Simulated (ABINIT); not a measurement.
Entries from a set of simulations; values are calculated unless marked as measured.

### Quasiparticle gap of WS2 (Tungstenite) in ABINIT

The structure is hexagonal, space group P6_3/mmc (No. 194). Conventional cell: a = 3.153 Å, b = 3.153 Å, c = 12.323 Å, α = 90.00°, β = 90.00°, γ = 120.00°. Nearest to W lie 6 S at 2.40 Å. S has 3 W at 2.40 Å nearest. Farther neighbours, and contacts between anions beyond the nearest, are not listed.

- method: RPA screening on PBEsol, plane waves, norm-conserving pseudopotentials (and 2 further levels or steps)
- program: ABINIT 10.8.3
- settings: cutoff 31 Ha, PseudoDojo scalar-relativistic 0.4.1 standard, norm-conserving, potential set dojo-sr-pbesol-0.4.1-standard, ngkpt (3, 3, 1), nband 346, ecuteps 6.6 Ha, inclvkb 2, shiftk (0, 0, 0), symchi 1, awtr 1, frequency ppm, 3×3×1 k-mesh
- notes: The program’s warnings: nproc spkpt=  >= nkpt= * nsppol=. The cell and positions come from the Crystallography Open Database and are kept as given unless a step says otherwise. Limits: no spin-orbit coupling. Local fields lower the RPA ε∞ on this mesh from 19.75 to 17.62; a Γ-centred mesh this coarse tends to raise both, most where the direct gap is narrow, while a short band sum lowers them. The 3×3×1 mesh is coarse for this cell, which bears on the long-range parts of exchange and screening.
- PBEsol gap: 0.93 eV, indirect
- G0W0 gap on the mesh: 1.98 eV
- G0W0 gap over the zone (rigid shift): 1.64 eV
- GW settings: 3×3×1 mesh, 346 bands, screening to 179.6 eV, Godby-Needs plasmon pole
- known limits: short of the basis limit; no spin-orbit coupling; coarse k mesh

G0W0 moves the gap on the mesh from 1.28 eV to 1.98 eV (+0.70 eV), with Z of 0.78 and 0.78 at the edges. The mesh misses the band edges by 0.35 eV in all; a rigid shift gives 1.64 eV for the zone.

[Paths, hosts, dates, memory and timing lines, banners, echoed tables and standing remarks are left out of the program output; an Ansatz launch command may be rebuilt from the run's recorded settings. Measured values are a selection of at most five: reports struck by readers or far from the other reports are left out. None is set beside runs whose start may be inverted or whose files or cutoffs have a known fault.]

[Runs of the session that timed out or met a known fault of the program may be left out.]

[Hosts, paths, dates, database ids (printed as entryN), source tags and the programs' standing remarks are cut or masked in the printed files.]

[G0W0 gaps are taken among the corrected bands and points alone; a level outside them can change the order at an edge.]

[Where Ansatz stands beside ABINIT at settings called matched, ABINIT's density can come from a denser mesh and the files from another edition; pairs whose starting gaps differed by over 0.03 eV were left out, so agreement reads better than it is.]
